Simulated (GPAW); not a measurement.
# zigzag Mo chain, bond 2.521 A: a ladder in the plane-wave cutoff

Aim: see how far moments and order energies of zigzag Mo chain, bond 2.521 A move with the plane-wave cutoff, and what each rung costs.

Main program and level: GPAW 26.7.0; PBE; plane waves with GPAW's PAW setups, scalar-relativistic.

### 1. The starting structure

The cell holds 2 atoms: 2 Mo. Its edges and angles: a = 12.000 Å, b = 12.000 Å, c = 3.025 Å, α = 90.0°, β = 90.0°, γ = 90.0°. model lattice. Vacuum lies along a and b. The structure's axis is c.

### 2. Rung 1 (250 eV), start ferro ++

The ladder starts at a low cutoff and climbs, to see from where on the results stand still.

File order1.py:

```python
import json
import numpy as np
from ase import Atoms
from ase.parallel import paropen, parprint
from gpaw import GPAW

atoms = Atoms(['Mo', 'Mo'],
    cell=[[12.0, 0.0, 0.0],
         [0.0, 12.0, 0.0],
         [0.0, 0.0, 3.0252]],
    scaled_positions=[[0.41596667, 0.5, 0.0],
         [0.58403333, 0.5, 0.5]],
    pbc=True,
    magmoms=[1.0, 1.0])
atoms.calc = GPAW(mode={'name': 'pw', 'ecut': 250},
    xc='PBE',
    kpts={'size': (1, 1, 10), 'gamma': True},
    occupations={'name': 'fermi-dirac', 'width': 0.1},
    convergence={'density': 1e-05, 'energy': 1e-05},
    maxiter=200,
    symmetry={'tolerance': 1e-4},
    txt='order1.txt')
e = atoms.get_potential_energy(force_consistent=True)
res = {'free_energy': e, 'energy_sigma0': atoms.get_potential_energy(), 'fermi_energy': atoms.calc.get_fermi_level()}
res['moments'] = atoms.get_magnetic_moments().tolist()
res['total'] = atoms.get_magnetic_moment()
parprint('site moments (muB):', np.round(res['moments'], 3))
parprint(f"total moment: {res['total']:.3f} muB")
parprint(f'free energy: {e:.6f} eV')
atoms.calc.write('order1.gpw')
with paropen('results.json', 'w') as f:
    json.dump(res, f)
```

Launch:

```
> OMP_NUM_THREADS=1 python3 order1.py > order1.log
```

What it wrote:

```text
site moments (muB): [0.151 0.151]
total moment: 0.525 muB
free energy: -13.928695 eV

--- order1.txt ---
Input parameters:
  mode=PW(ecut=250),
  convergence={'density': 1e-05, 'energy': 1e-05},
  kpts=MonkhorstPack(size=(1, 1, 10), gamma=True),
  maxiter=200,
  occupations=Occupations(name='fermi-dirac', width=0.1),
  symmetry=Symmetry(tolerance=0.0001),
  xc=XC(name='PBE')

Diagonalizing LCAO Hamiltonian
Converting LCAO to pw mode
        .----------------------------.
       /|                            |
      / |                            |
     /  |                            |
    /   .----------------------------.
   /   /             Mo             /
  /   /                            /
 *   /                            /
 |  /            Mo              /
 | /                            /
 |/                            /
 *----------------------------*

Atoms  # Å, Bohr magnetons
|   | symbol |        x |        y |        z |    initial magnetic moments |
|---|--------|----------|----------|----------|-----------------------------|
| 0 |     Mo | 4.991600 | 6.000000 | 0.000000 | ( 0.0000,  0.0000,  1.0000) |
| 1 |     Mo | 7.008400 | 6.000000 | 1.512600 | ( 0.0000,  0.0000,  1.0000) |

Unit cell  # Å
| periodic |         x |         y |        z |   lengths |    angles |
|----------|-----------|-----------|----------|-----------|-----------|
|      yes | 12.000000 |  0.000000 | 0.000000 | 12.000000 | 90.000000 |
|      yes |  0.000000 | 12.000000 | 0.000000 | 12.000000 | 90.000000 |
|      yes |  0.000000 |  0.000000 | 3.025200 |  3.025200 | 90.000000 |

Number of symmetries: 4

BZ-sampling:
  Number of BZ points: 10
  Number of IBZ points: 6

  Monkhorst-Pack size: [1, 1, 10]
  Monkhorst-Pack shift: [0.0, 0.0, 0.05]

Plane wave coefficients: 3956
Cutoff: 250.0 eV

Spin-components: 2 (collinear spins)
Bands:           22
Projectors:      12
Spin-degeneracy: 1
Datatype:        complex128

Parallelization:
  kpt:    1
  domain: 1
  band:   1

Density:
  Valence electrons: 28.0
  Components: 2
  Grid points: [45 45 12]
  Charge: 0.0  # |e|

Potential:
  Grid points: [45 45 12]

[... setups left out ...]
Reference energy: -220268.145263  # eV

eigensolver:
  PPCG
  Converge bands: occupied
  niter=2

density mixing:
  MSR1-Mixer
  Pratt-step length: 0.05
  Maximum mixing coefficient: 0.75
  Old densities: 10
  SVD Regularization: 0.005
  Good broyden scale: 1.0
  Trust region scale: 1.0
  Backstep threshold: 4.0
  History deletion threshold: 6.0
  Fourier metric: weight=20.0, sigma=0.015

occupation numbers:
  Fermi-Dirac:
    width: 0.1000  # eV

poisson solver:
  ecut: 2000.0  # eV

xc functional:
  name: PBE with 2 nearest neighbor stencil

convergence criteria:
- Maximum integral of absolute [dens]ity change: 1e-05 electrons / valence electron
- Maximum [total energy] change in last 3 cyles: 1e-05 eV / valence electron
- Maximum integral of absolute [eigenst]ate change: 4e-08 eV^2 / valence electron
maximum number of iterations: 200

SCF iterations
|iter     |      energy | eigst |  dens |  magmom |
|---------|-------------|-------|-------|---------|
|iter:   1|       0s |  -16.306547 | +0.09 |       |  +1.9774|
|iter:   2|       1s |  -15.660880 | -1.55 | -0.82 |  +1.9288|
|iter:   3|       2s |  -14.104511 | -0.22 | -0.86 |  +1.3771|
|iter:   4|       3s |  -13.868377 | -1.00 | -1.20 |  +1.2531|
|iter:   5|       4s |  -13.819606 | -2.27 | -1.46 |  +1.1339|
|iter:   6|       6s |  -13.828525 | -3.16 | -1.86 |  +0.9763|
|iter:   7|       7s |  -13.830639 | -3.91 | -2.25 |  +0.8942|
|iter:   8|       8s |  -13.831179 | -4.57 | -2.55 |  +0.8508|
|iter:   9|       9s |  -13.831717 | -4.70 | -2.86 |  +0.8115|
|iter:  10|      11s |  -13.831634 | -5.21 | -2.70 |  +0.8132|
[... 21 iterations left out ...]
|iter:  32|      37s |  -13.831601c| -4.45 | -3.81 |  +0.4215|
|iter:  33|      39s |  -13.831562c| -4.50 | -3.50 |  +0.5054|
|iter:  34|      40s |  -13.831557c| -5.63 | -3.54 |  +0.5182|
|iter:  35|      41s |  -13.831526c| -5.81 | -3.46 |  +0.5187|
|iter:  36|      42s |  -13.831544c| -5.51 | -4.10 |  +0.4948|
|iter:  37|      44s |  -13.831540c| -5.93 | -3.87 |  +0.5123|
|iter:  38|      45s |  -13.831536c| -5.89 | -4.24 |  +0.5256|
|iter:  39|      46s |  -13.831536c| -7.39 | -4.60 |  +0.5234|
|iter:  40|      47s |  -13.831535c| -7.78c| -4.90 |  +0.5227|
|iter:  41|      48s |  -13.831534c| -7.62c| -5.03c|  +0.5246|

Converged in 41 steps
Energy contributions relative to reference atoms: (reference = -220268.145263)

Energy contributions:
  Kinetic:         -35.694239
  Coulomb:          24.509661
  Zero:              0.240552
  External:          0.000000
  Xc:               -2.790346
  Entropy:          -0.194324
  Spinorbit:         0.000000
  ----------------------------
  Free energy:     -13.928695
  Extrapolated:    -13.831534

dipole moment: (-0.000000, 0.000003, -11.229411)  # |e|*Ang

Total magnetic moment: (0.000000, 0.000000, 0.524564)

Local magnetic moments
|        x |        y |        z |
|----------|----------|----------|
| 0.000000 | 0.000000 | 0.151498 |  # Mo   0
| 0.000000 | 0.000000 | 0.151493 |  # Mo   1

Fermi level: -2.478
Eigenvalues  # (at kpt = [0.000, 0.000, 0.000])
| band index |      eig [eV] | occ [0-1] |      eig [eV] | occ [0-1] |
|------------|---------------|-----------|---------------|-----------|
|          0 |       -63.957 |     1.000 |       -63.853 |     1.000 |
|        ... |               |           |               |           |
|          6 |       -37.432 |     1.000 |       -37.342 |     1.000 |
|          7 |       -37.402 |     1.000 |       -37.274 |     1.000 |
|          8 |        -6.272 |     1.000 |        -6.156 |     1.000 |
|          9 |        -6.160 |     1.000 |        -6.048 |     1.000 |
|         10 |        -4.473 |     1.000 |        -4.358 |     1.000 |
|         11 |        -4.022 |     1.000 |        -3.817 |     1.000 |
|         12 |        -3.849 |     1.000 |        -3.765 |     1.000 |
|         13 |        -2.747 |     0.936 |        -2.539 |     0.646 |
|         14 |        -2.367 |     0.248 |        -2.182 |     0.049 |
|         15 |        -2.321 |     0.172 |        -2.178 |     0.047 |
|         16 |        -2.215 |     0.067 |        -2.090 |     0.020 |
|         17 |        -2.168 |     0.043 |        -1.989 |     0.007 |
|         18 |        -1.335 |     0.000 |        -1.198 |     0.000 |
|         19 |        -0.942 |     0.000 |        -0.853 |     0.000 |
|         20 |        -0.080 |     0.000 |         0.028 |     0.000 |
|         21 |         0.588 |     0.000 |         0.716 |     0.000 |

No gap
No difference between direct/indirect transitions
```

Wall time 52 s (1 MPI rank of Intel Xeon Platinum 8488C (Sapphire Rapids), shared host); peak memory 0.21 GiB.

Read from the output:

| Item | Value |
| --- | --- |
| magnetization | 0.5246 μB |
| final state | ferromagnetic |
| largest moment | 0.1515 μB |

After 41 cycles the largest moment stands at 0.151 μB.

### 3. Rung 1 (250 eV), start antiferro +-

The second start gives the energy difference between the two end states, the quantity that is followed up the ladder.

order2.py is the script of step 2 with these lines changed:

```diff
@@ -13,3 +13,3 @@
     pbc=True,
-    magmoms=[1.0, 1.0])
+    magmoms=[1.0, -1.0])
 atoms.calc = GPAW(mode={'name': 'pw', 'ecut': 250},
@@ -21,3 +21,3 @@
     symmetry={'tolerance': 1e-4},
-    txt='order1.txt')
+    txt='order2.txt')
 e = atoms.get_potential_energy(force_consistent=True)
@@ -29,3 +29,3 @@
 parprint(f'free energy: {e:.6f} eV')
-atoms.calc.write('order1.gpw')
+atoms.calc.write('order2.gpw')
 with paropen('results.json', 'w') as f:
```

Launch:

```
> OMP_NUM_THREADS=1 python3 order2.py > order2.log
```

What it wrote:

```text
site moments (muB): [ 1.766 -1.766]
total moment: -0.000 muB
free energy: -14.248203 eV

--- order2.txt ---
Input parameters:
  mode=PW(ecut=250),
  convergence={'density': 1e-05, 'energy': 1e-05},
  kpts=MonkhorstPack(size=(1, 1, 10), gamma=True),
  maxiter=200,
  occupations=Occupations(name='fermi-dirac', width=0.1),
  symmetry=Symmetry(tolerance=0.0001),
  xc=XC(name='PBE')

Diagonalizing LCAO Hamiltonian
Converting LCAO to pw mode
        .----------------------------.
       /|                            |
      / |                            |
     /  |                            |
    /   .----------------------------.
   /   /             Mo             /
  /   /                            /
 *   /                            /
 |  /            Mo              /
 | /                            /
 |/                            /
 *----------------------------*

Atoms  # Å, Bohr magnetons
|   | symbol |        x |        y |        z |    initial magnetic moments |
|---|--------|----------|----------|----------|-----------------------------|
| 0 |     Mo | 4.991600 | 6.000000 | 0.000000 | ( 0.0000,  0.0000,  1.0000) |
| 1 |     Mo | 7.008400 | 6.000000 | 1.512600 | ( 0.0000,  0.0000, -1.0000) |

Number of symmetries: 4

BZ-sampling:
  Number of BZ points: 10
  Number of IBZ points: 6

  Monkhorst-Pack size: [1, 1, 10]
  Monkhorst-Pack shift: [0.0, 0.0, 0.05]

Plane wave coefficients: 3956
Cutoff: 250.0 eV

Spin-components: 2 (collinear spins)
Bands:           21
Projectors:      12
Spin-degeneracy: 1
Datatype:        complex128

Parallelization:
  kpt:    1
  domain: 1
  band:   1

Density:
[...]
|iter:  17|      21s |  -14.206739c| -6.60 | -4.04 |  -0.0002|
|iter:  18|      23s |  -14.206748c| -7.32 | -4.68 |  -0.0001|
|iter:  19|      24s |  -14.206751c| -7.79c| -4.96 |  -0.0001|
|iter:  20|      24s |  -14.206750c| -8.23c| -5.41c|  -0.0001|

Converged in 20 steps
Energy contributions relative to reference atoms: (reference = -220268.145263)

Energy contributions:
  Kinetic:         -25.626837
  Coulomb:          16.978679
  Zero:              0.173173
  External:          0.000000
  Xc:               -5.690312
  Entropy:          -0.082906
  Spinorbit:         0.000000
  ----------------------------
  Free energy:     -14.248203
  Extrapolated:    -14.206750

dipole moment: (-0.000004, 0.000003, -11.210434)  # |e|*Ang

Total magnetic moment: (0.000000, 0.000000, -0.000061)

Local magnetic moments
|        x |        y |         z |
|----------|----------|-----------|
| 0.000000 | 0.000000 |  1.765935 |  # Mo   0
| 0.000000 | 0.000000 | -1.765964 |  # Mo   1

Fermi level: -2.361
Eigenvalues  # (at kpt = [0.000, 0.000, 0.000])
| band index |      eig [eV] | occ [0-1] |      eig [eV] | occ [0-1] |
|------------|---------------|-----------|---------------|-----------|
|          0 |       -64.106 |     1.000 |       -64.106 |     1.000 |
|        ... |               |           |               |           |
|          6 |       -36.778 |     1.000 |       -36.778 |     1.000 |
|          7 |       -36.678 |     1.000 |       -36.678 |     1.000 |
|          8 |        -6.384 |     1.000 |        -6.385 |     1.000 |
|          9 |        -5.798 |     1.000 |        -5.798 |     1.000 |
[...]
|         17 |        -1.418 |     0.000 |        -1.418 |     0.000 |
|         18 |        -0.954 |     0.000 |        -0.954 |     0.000 |
|         19 |        -0.240 |     0.000 |        -0.240 |     0.000 |
|         20 |         0.087 |     0.000 |         0.087 |     0.000 |

No gap
No difference between direct/indirect transitions
```

The job ended after 28 s (1 MPI rank; peak memory 0.21 GiB).

This step gave:

```yaml
magnetization: 0 μB
final_state: antiferromagnetic
largest_moment: 1.766 μB
```

This start lies -159.8 meV a seeded atom from the first; its largest moment is 1.77 μB.

### 4. Rung 2 (325 eV), start ferro ++

order1.py is the script of step 2 with these lines changed:

```diff
@@ -14,3 +14,3 @@
     magmoms=[1.0, 1.0])
-atoms.calc = GPAW(mode={'name': 'pw', 'ecut': 250},
+atoms.calc = GPAW(mode={'name': 'pw', 'ecut': 325},
     xc='PBE',
```

Launch:

```
> OMP_NUM_THREADS=1 python3 order1.py > order1.log
```

What it wrote:

```text
site moments (muB): [0.25 0.25]
total moment: 0.850 muB
free energy: -14.738890 eV

--- order1.txt ---
Input parameters:
  mode=PW(ecut=325),
  convergence={'density': 1e-05, 'energy': 1e-05},
  kpts=MonkhorstPack(size=(1, 1, 10), gamma=True),
  maxiter=200,
  occupations=Occupations(name='fermi-dirac', width=0.1),
  symmetry=Symmetry(tolerance=0.0001),
  xc=XC(name='PBE')

Diagonalizing LCAO Hamiltonian
[...]
|          8 |        -6.286 |     1.000 |        -6.094 |     1.000 |
|          9 |        -6.160 |     1.000 |        -5.980 |     1.000 |
[...]
|         18 |        -1.371 |     0.000 |        -1.148 |     0.000 |
|         19 |        -0.968 |     0.000 |        -0.822 |     0.000 |
|         20 |        -0.111 |     0.000 |         0.063 |     0.000 |
|         21 |         0.534 |     0.000 |         0.735 |     0.000 |

No gap
No difference between direct/indirect transitions


[key lines of the parts left out:]
Free energy:     -14.738890
Converged in 23 steps
dipole moment: (0.000002, 0.000003, -11.239307)  # |e|*Ang
Fermi level: -2.480
```

Elapsed: 37 s, on 1 MPI rank; peak memory 0.25 GiB.

Read from the output:

* magnetization: 0.8504 μB
* final state: ferromagnetic
* largest moment: 0.2499 μB

The largest moment moves by +0.10 μB from rung 1, at 0.70 times its CPU time.

### 5. Rung 2 (325 eV), start antiferro +-

order2.py is the script of step 3 with these lines changed:

```diff
@@ -14,3 +14,3 @@
     magmoms=[1.0, -1.0])
-atoms.calc = GPAW(mode={'name': 'pw', 'ecut': 250},
+atoms.calc = GPAW(mode={'name': 'pw', 'ecut': 325},
     xc='PBE',
```

Launch:

```
> OMP_NUM_THREADS=1 python3 order2.py > order2.log
```

What it wrote:

```text
site moments (muB): [ 1.838 -1.838]
total moment: 0.000 muB
free energy: -15.077952 eV

--- order2.txt ---
Input parameters:
  mode=PW(ecut=325),
  convergence={'density': 1e-05, 'energy': 1e-05},
  kpts=MonkhorstPack(size=(1, 1, 10), gamma=True),
  maxiter=200,
  occupations=Occupations(name='fermi-dirac', width=0.1),
  symmetry=Symmetry(tolerance=0.0001),
  xc=XC(name='PBE')

Diagonalizing LCAO Hamiltonian
[...]
|          8 |        -6.367 |     1.000 |        -6.367 |     1.000 |
|          9 |        -5.762 |     1.000 |        -5.762 |     1.000 |
[...]
|         17 |        -1.395 |     0.000 |        -1.395 |     0.000 |
|         18 |        -0.938 |     0.000 |        -0.938 |     0.000 |
|         19 |        -0.211 |     0.000 |        -0.211 |     0.000 |
|         20 |         0.088 |     0.000 |         0.088 |     0.000 |

No gap
No difference between direct/indirect transitions


[key lines of the parts left out:]
Free energy:     -15.077952
Converged in 20 steps
dipole moment: (0.000005, 0.000003, -11.220120)  # |e|*Ang
Fermi level: -2.355
```

Wall time 30 s (1 MPI rank); peak memory 0.25 GiB.

This step gave:

```
magnetization  : 0 μB
final state    : antiferromagnetic
largest moment : 1.838 μB
```

This start lies -169.5 meV a seeded atom from the first, a change of -9.8 meV since rung 1; its largest moment is 1.84 μB.

### 6. Rung 3 (400 eV), start ferro ++

order1.py is the script of step 4 with these lines changed:

```diff
@@ -14,3 +14,3 @@
     magmoms=[1.0, 1.0])
-atoms.calc = GPAW(mode={'name': 'pw', 'ecut': 325},
+atoms.calc = GPAW(mode={'name': 'pw', 'ecut': 400},
     xc='PBE',
```

Launch:

```
> OMP_NUM_THREADS=1 python3 order1.py > order1.log
```

What it wrote:

```text
site moments (muB): [0.255 0.255]
total moment: 0.862 muB
free energy: -14.961321 eV

--- order1.txt ---
Input parameters:
  mode=PW(ecut=400),
  convergence={'density': 1e-05, 'energy': 1e-05},
  kpts=MonkhorstPack(size=(1, 1, 10), gamma=True),
  maxiter=200,
  occupations=Occupations(name='fermi-dirac', width=0.1),
  symmetry=Symmetry(tolerance=0.0001),
  xc=XC(name='PBE')

Diagonalizing LCAO Hamiltonian
[...]
|          8 |        -6.277 |     1.000 |        -6.083 |     1.000 |
|          9 |        -6.150 |     1.000 |        -5.968 |     1.000 |
[...]
|         18 |        -1.370 |     0.000 |        -1.143 |     0.000 |
|         19 |        -0.972 |     0.000 |        -0.824 |     0.000 |
|         20 |        -0.110 |     0.000 |         0.065 |     0.000 |
|         21 |         0.523 |     0.000 |         0.726 |     0.000 |

No gap
No difference between direct/indirect transitions


[key lines of the parts left out:]
Free energy:     -14.961321
Converged in 19 steps
dipole moment: (0.000003, 0.000003, -11.237227)  # |e|*Ang
Fermi level: -2.478
```

Elapsed: 41 s, on 1 MPI rank; peak memory 0.29 GiB.

This step gave:

```
magnetization  : 0.8615 μB
final state    : ferromagnetic
largest moment : 0.2545 μB
```

The largest moment is that of rung 2, at 1.1 times its CPU time.

### 7. Rung 3 (400 eV), start antiferro +-

order2.py is the script of step 5 with these lines changed:

```diff
@@ -14,3 +14,3 @@
     magmoms=[1.0, -1.0])
-atoms.calc = GPAW(mode={'name': 'pw', 'ecut': 325},
+atoms.calc = GPAW(mode={'name': 'pw', 'ecut': 400},
     xc='PBE',
```

Launch:

```
> OMP_NUM_THREADS=1 python3 order2.py > order2.log
```

What it wrote:

```text
site moments (muB): [ 1.858 -1.858]
total moment: 0.000 muB
free energy: -15.306295 eV

--- order2.txt ---
Input parameters:
  mode=PW(ecut=400),
  convergence={'density': 1e-05, 'energy': 1e-05},
  kpts=MonkhorstPack(size=(1, 1, 10), gamma=True),
  maxiter=200,
  occupations=Occupations(name='fermi-dirac', width=0.1),
  symmetry=Symmetry(tolerance=0.0001),
  xc=XC(name='PBE')

Diagonalizing LCAO Hamiltonian
[...]
|          8 |        -6.359 |     1.000 |        -6.359 |     1.000 |
|          9 |        -5.749 |     1.000 |        -5.749 |     1.000 |
[...]
|         17 |        -1.387 |     0.000 |        -1.387 |     0.000 |
|         18 |        -0.933 |     0.000 |        -0.933 |     0.000 |
|         19 |        -0.205 |     0.000 |        -0.205 |     0.000 |
|         20 |         0.090 |     0.000 |         0.090 |     0.000 |

No gap
No difference between direct/indirect transitions


[key lines of the parts left out:]
Free energy:     -15.306295
Converged in 19 steps
dipole moment: (0.000001, 0.000003, -11.217634)  # |e|*Ang
Fermi level: -2.353
```

The job ended after 43 s (1 MPI rank; peak memory 0.28 GiB).

Read from the output:

| Property | Result |
| --- | --- |
| magnetization | 0 μB |
| final state | antiferromagnetic |
| largest moment | 1.858 μB |

This start lies -172.5 meV a seeded atom from the first, a change of -3.0 meV since rung 2; its largest moment is 1.86 μB.

### 8. Rung 4 (500 eV), start ferro ++

order1.py is the script of step 6 with these lines changed:

```diff
@@ -14,3 +14,3 @@
     magmoms=[1.0, 1.0])
-atoms.calc = GPAW(mode={'name': 'pw', 'ecut': 400},
+atoms.calc = GPAW(mode={'name': 'pw', 'ecut': 500},
     xc='PBE',
```

Launch:

```
> OMP_NUM_THREADS=1 python3 order1.py > order1.log
```

What it wrote:

```text
site moments (muB): [0.256 0.256]
total moment: 0.867 muB
free energy: -15.006911 eV

--- order1.txt ---
Input parameters:
  mode=PW(ecut=500),
  convergence={'density': 1e-05, 'energy': 1e-05},
  kpts=MonkhorstPack(size=(1, 1, 10), gamma=True),
  maxiter=200,
  occupations=Occupations(name='fermi-dirac', width=0.1),
  symmetry=Symmetry(tolerance=0.0001),
  xc=XC(name='PBE')

Diagonalizing LCAO Hamiltonian
[...]
|          8 |        -6.277 |     1.000 |        -6.081 |     1.000 |
|          9 |        -6.150 |     1.000 |        -5.967 |     1.000 |
[...]
|         18 |        -1.370 |     0.000 |        -1.142 |     0.000 |
|         19 |        -0.973 |     0.000 |        -0.824 |     0.000 |
|         20 |        -0.111 |     0.000 |         0.066 |     0.000 |
|         21 |         0.522 |     0.000 |         0.727 |     0.000 |

No gap
No difference between direct/indirect transitions


[key lines of the parts left out:]
Free energy:     -15.006911
Converged in 18 steps
dipole moment: (0.000004, 0.000003, -11.236115)  # |e|*Ang
Fermi level: -2.478
```

It took 55 s on 1 MPI rank; peak memory 0.36 GiB.

Numbers from this step:

* magnetization: 0.8667 μB
* final state: ferromagnetic
* largest moment: 0.2562 μB

The largest moment is that of rung 3, at 1.4 times its CPU time.

(Part 1 of 2 ends here.)

[Logs and program files are shortened in this print: banners, set-up blocks, solver, clock and traceback lines can be left out without a mark of their own.]

[Logs are printed without paths, hosts, clocks, repeated set-up lines and the standing remarks that a program may print on its own settings, such as how far it seeks lower states.]

[Hosts, paths, dates, database ids (printed as entryN), source tags and the programs' standing remarks are cut or masked in the printed files.]

[Where a cell is said to come from a database of computed structures, the database is the Materials Project.]
